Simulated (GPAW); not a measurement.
# Mg/Ir(111): work function by functional and basis, part 2 of 2

Wanted: work functions and dipole of Mg/Ir(111), with the cost of each level.

GPAW 26.7.0; GPAW, PAW setups; slab in vacuum, relaxation (the session's first sound run).

So far, upper work function (eV): step 2 (relaxation, PBE, GPAW) 3.91; step 4 (self-consistent run: xc = "RPBE") 3.85; step 5 (OptPBE vdW: xc = "optPBE-vdW", GPAW, PAW setups, GPAW) 4.00; step 6 (self-consistent run: xc = "LDA") 4.05; step 7 (self-consistent run: xc = "revPBE") 3.85.

## 8. Self-consistent run: xc = "vdW-DF2"

The same geometry under vdW-DF2, to see how far the functional moves the levels against the vacuum (the van der Waals functionals take revPBE setups).

File run.py:

```python
import json
import numpy as np
from ase import Atoms
from gpaw import GPAW, PW

slab = Atoms(
    ['Ir', 'Ir', 'Ir', 'Ir', 'Mg'],
    positions=[
        [0.00000, 0.00000, 7.00000],
        [1.35765, 0.78384, 9.21703],
        [2.71529, 1.56767, 11.43660],
        [-0.00000, 0.00000, 13.66671],
        [-0.00000, 0.00000, 16.33069]],
    cell=[[2.71529, 0.0, 0.0], [1.35765, 2.35151, 0.0], [0.0, 0.0, 23.61208]],
    pbc=[True, True, False])

slab.calc = GPAW(mode=PW(400), xc='vdW-DF2', kpts={'size': (13, 13, 1), 'gamma': True},
                 occupations={'name': 'fermi-dirac', 'width': 0.1}, nbands='200%',
                 convergence={'density': 1e-05}, maxiter=200,
                 poissonsolver={'dipolelayer': 'xy'},
                 symmetry={'tolerance': 1e-3}, txt='slab.txt')
result = {}
energy = slab.get_potential_energy()
fermi = slab.calc.get_fermi_level()
v = slab.calc.get_electrostatic_potential().mean((0, 1)) - fermi
n = slab.calc.get_pseudo_density().mean((0, 1))
L = slab.cell[2, 2]
z = np.arange(len(v)) * L / len(v)
low, high = slab.positions[:, 2].min(), slab.positions[:, 2].max()
below, above = np.interp([low - 4.8, high + 4.8], z, v)
slopes = [np.interp(x, z, np.gradient(v, z)) for x in (low - 4.8, high + 4.8)]
eps = np.array([[slab.calc.get_eigenvalues(k, s) for k in range(len(slab.calc.get_ibz_k_points()))]
                for s in range(slab.calc.get_number_of_spins())]) - fermi
top, bottom = eps[eps < 0].max(), eps[eps > 0].min()
dipole = slab.get_dipole_moment()[2]
print(f'energy {energy:.4f} eV, Fermi level {fermi:.4f} eV, dipole {dipole:.5f} e A')
print(f'potential 4.8 A off the faces, from the Fermi level: lower {below:.4f} eV, upper {above:.4f} eV')
print(f'slope of the potential there: lower {slopes[0]:.5f}, upper {slopes[1]:.5f} eV/A')
print(f'nearest levels on the mesh: {top:.4f} and {bottom:.4f} eV')
print('magnetic moment', round(slab.get_magnetic_moment(), 3))
result.update(energy=energy, fermi=fermi, dipole=dipole, below=below, above=above, slopes=slopes, edges=[top, bottom],
              z=z.tolist(), v=v.tolist(), n=n.tolist(), positions=slab.positions.tolist(),
              forces=slab.get_forces(apply_constraint=False).tolist(), moments=slab.get_magnetic_moments().tolist())
json.dump(result, open('result.json', 'w'))
```

Launch:

```sh
$ OMP_NUM_THREADS=1 OPENBLAS_NUM_THREADS=1 python run.py
```

Log:

```text
energy -677.3708 eV, Fermi level 3.8218 eV, dipole 0.06049 e A
potential 4.8 A off the faces, from the Fermi level: lower 5.7108 eV, upper 4.0019 eV
slope of the potential there: lower -0.00088, upper 0.00193 eV/A
nearest levels on the mesh: -0.0452 and 0.0310 eV
magnetic moment 0.0
```

Run time: 5.1 min. Hardware: 1 thread of Arm Neoverse V2, shared host; peak memory 0.36 GiB.

Numbers from this step:

```
dipole along the normal                    : 0.06049 e·Å
levels nearest the Fermi level on the mesh : -0.04520, 0.03095 eV from the Fermi level
upper work function                        : 4.002 eV
lower work function                        : 5.711 eV
```

Table of electrostatic potential energy of an electron (without an applied field's), less the Fermi level, planar mean by z:

```csv
z (Å),"electrostatic potential energy of an electron (without an applied field's), less the Fermi level, planar mean (eV)"
0.0,4.86
0.5,5.71
1.0,5.71
1.5,5.71
2.0,5.71
2.5,5.71
3.0,5.71
3.5,5.70
4.0,5.68
4.5,5.59
5.0,5.26
5.5,4.12
6.0,-0.0910
6.5,-14.7
7.0,-30.8
7.5,-15.3
8.0,-2.59
8.5,-7.93
9.0,-27.4
9.5,-25.1
10.0,-6.20
10.5,-3.55
11.0,-18.4
11.5,-31.1
12.0,-13.1
12.5,-2.36
13.0,-8.98
13.5,-28.6
14.0,-22.2
14.5,-3.60
15.0,1.31
15.5,-1.82
16.0,-10.5
16.5,-13.3
17.0,-4.11
17.5,0.967
18.0,2.94
18.5,3.65
19.0,3.89
19.5,3.97
20.0,3.99
20.5,4.00
21.0,4.00
21.5,4.00
22.0,4.00
22.5,4.00
23.0,4.00
23.5,4.58
```

The upper face's work function is 4.002 eV, against 3.913 eV in the first plane-wave PBE run at this geometry.

## 9. Real-space grid: mode = "fd"

A real-space grid is a second complete basis, so it checks the plane-wave result.

Changes to run.py since step 8:

```diff
@@ -3,3 +3,3 @@
 from ase import Atoms
-from gpaw import GPAW, PW
+from gpaw import GPAW
 
@@ -16,3 +16,3 @@
 
-slab.calc = GPAW(mode=PW(400), xc='vdW-DF2', kpts={'size': (13, 13, 1), 'gamma': True},
+slab.calc = GPAW(mode='fd', h=0.18, xc='PBE', kpts={'size': (13, 13, 1), 'gamma': True},
                  occupations={'name': 'fermi-dirac', 'width': 0.1}, nbands='200%',
```

Log:

```text
energy -37.5196 eV, Fermi level -4.7038 eV, dipole 0.05594 e A
potential 4.8 A off the faces, from the Fermi level: lower 5.4948 eV, upper 3.9122 eV
slope of the potential there: lower -0.00043, upper 0.00097 eV/A
nearest levels on the mesh: -0.0337 and 0.0119 eV
magnetic moment 0.0
```

Wall time 9.2 min (1 thread); peak memory 0.79 GiB.

Numbers from this step:

| Quantity | Value |
| --- | --- |
| dipole along the normal | 0.05594 e·Å |
| levels nearest the Fermi level on the mesh | -0.03367, 0.01188 eV from the Fermi level |
| upper work function | 3.912 eV |
| lower work function | 5.495 eV |

The upper face's work function is 3.912 eV, against 3.913 eV in the first plane-wave PBE run at this geometry.

## 10. Atomic orbitals: mode = "lcao"

Atom-centred orbitals end a few angstrom from the surface, which tests how much the density's tail matters.

Changes to run.py since step 9:

```diff
@@ -16,4 +16,4 @@
 
-slab.calc = GPAW(mode='fd', h=0.18, xc='PBE', kpts={'size': (13, 13, 1), 'gamma': True},
-                 occupations={'name': 'fermi-dirac', 'width': 0.1}, nbands='200%',
+slab.calc = GPAW(mode='lcao', basis='dzp', h=0.18, xc='PBE', kpts={'size': (13, 13, 1), 'gamma': True},
+                 occupations={'name': 'fermi-dirac', 'width': 0.1}, nbands='120%',
                  convergence={'density': 1e-05}, maxiter=200,
```

Log:

```text
energy -35.6414 eV, Fermi level -4.7460 eV, dipole 0.05698 e A
potential 4.8 A off the faces, from the Fermi level: lower 5.5518 eV, upper 3.9401 eV
slope of the potential there: lower -0.00038, upper 0.00039 eV/A
nearest levels on the mesh: -0.0404 and 0.0306 eV
magnetic moment 0.0
```

It took 9.8 min on 1 thread; peak memory 0.34 GiB.

This step gave:

| Quantity | Value |
| --- | --- |
| dipole along the normal | 0.05698 e·Å |
| levels nearest the Fermi level on the mesh | -0.04043, 0.03056 eV from the Fermi level |
| upper work function | 3.940 eV |
| lower work function | 5.552 eV |

The electrostatic potential energy of an electron (without an applied field's), less the Fermi level, planar mean oscillates, so the rows of the table below give means over windows of 2.24 Å about each position, cut where the curve ends. Its maxima inside the range that stand out by 2 % of the span (Å: eV): 1.5: 5.55, 8.1: -1.92, 10.3: -2.10, 12.5: -1.79, 15.0: 1.62. Its minima: 7.0: -31.0, 9.2: -31.6, 11.4: -31.5, 13.7: -31.1, 16.4: -15.1.

Table of electrostatic potential energy of an electron (without an applied field's), less the Fermi level, planar mean by z; means over each step:

```csv
z (Å),"electrostatic potential energy of an electron (without an applied field's), less the Fermi level, planar mean (eV)"
1.12,5.54
3.36,5.54
5.60,-0.316
7.84,-14.8
10.08,-15.1
12.32,-14.8
14.56,-9.84
16.80,-6.10
19.04,3.73
21.28,3.94
23.52,3.94
```

The upper face's work function is 3.940 eV, against 3.913 eV in the first plane-wave PBE run at this geometry.

## 11. The ladder

Times are for 1 thread of Arm Neoverse V2, shared host. The runs compared:

```csv
no.,run,upper work function (eV),lower work function (eV),time,memory (GiB)
1,pw,3.913,5.494,2.1 min,0.24
2,RPBE,3.850,5.344,2.5 min,0.24
3,optPBE vdW,4.002,5.645,2.4 min,0.36
4,LDA,4.049,5.847,2.2 min,0.24
5,revPBE,3.852,5.363,2.4 min,0.24
6,vdW DF2,4.002,5.711,5.1 min,0.36
7,fd,3.912,5.495,9.2 min,0.79
8,lcao,3.940,5.552,9.8 min,0.34
```

## 12. Side by side

Results and costs are gathered.

This step: comparison of work functions, dipole and cost (GPAW 26.7.0).

Ladder, by row:

```csv
step,code,"work function, upper (eV)","work function, lower (eV)",dipole (e Å),wall time (s),peak memory (GiB),threads
pw,GPAW,3.913,5.494,0.05598,127.4,0.24,1
RPBE,GPAW,3.85,5.344,0.0529,151.9,0.24,1
optPBE-vdW,GPAW,4.002,5.645,0.05814,146.2,0.36,1
LDA,GPAW,4.049,5.847,0.06364,132.6,0.24,1
revPBE,GPAW,3.852,5.363,0.05351,146.3,0.24,1
vdW-DF2,GPAW,4.002,5.711,0.06049,303.6,0.36,1
fd,GPAW,3.912,5.495,0.05594,551.5,0.79,1
lcao,GPAW,3.94,5.552,0.05698,589.2,0.34,1
```

## 13. What came out

| Property | Result |
| --- | --- |
| work function, upper and lower face | 3.913 and 5.494 eV |
| dipole along the normal | 0.0560 e Å |

**Reading.** With plane waves and PBE the work function is 3.91 eV on the upper face and 5.49 eV on the lower. The two faces differ by 1.6 eV, the step that the slab's dipole makes (e p/(ε0 A) gives 1.6 eV), so the dipole layer is needed. Over the sound runs of the table the upper face's work function spans 3.850 (RPBE) to 4.049 eV (LDA). The cell of 6.39 Å² holds one Mg, started on one chosen site; other sites and coverages weren't tried. The in-plane lattice was kept as typed, which isn't the functional's own and leaves some strain; spin-orbit coupling and temperature are left out.

[Logs are printed without paths, hosts, clocks, repeated set-up lines and the standing remarks that a program may print on its own settings, such as how far it seeks lower states.]

[Hosts, paths, dates, database ids (printed as entryN), source tags and the programs' standing remarks are cut or masked in the printed files.]
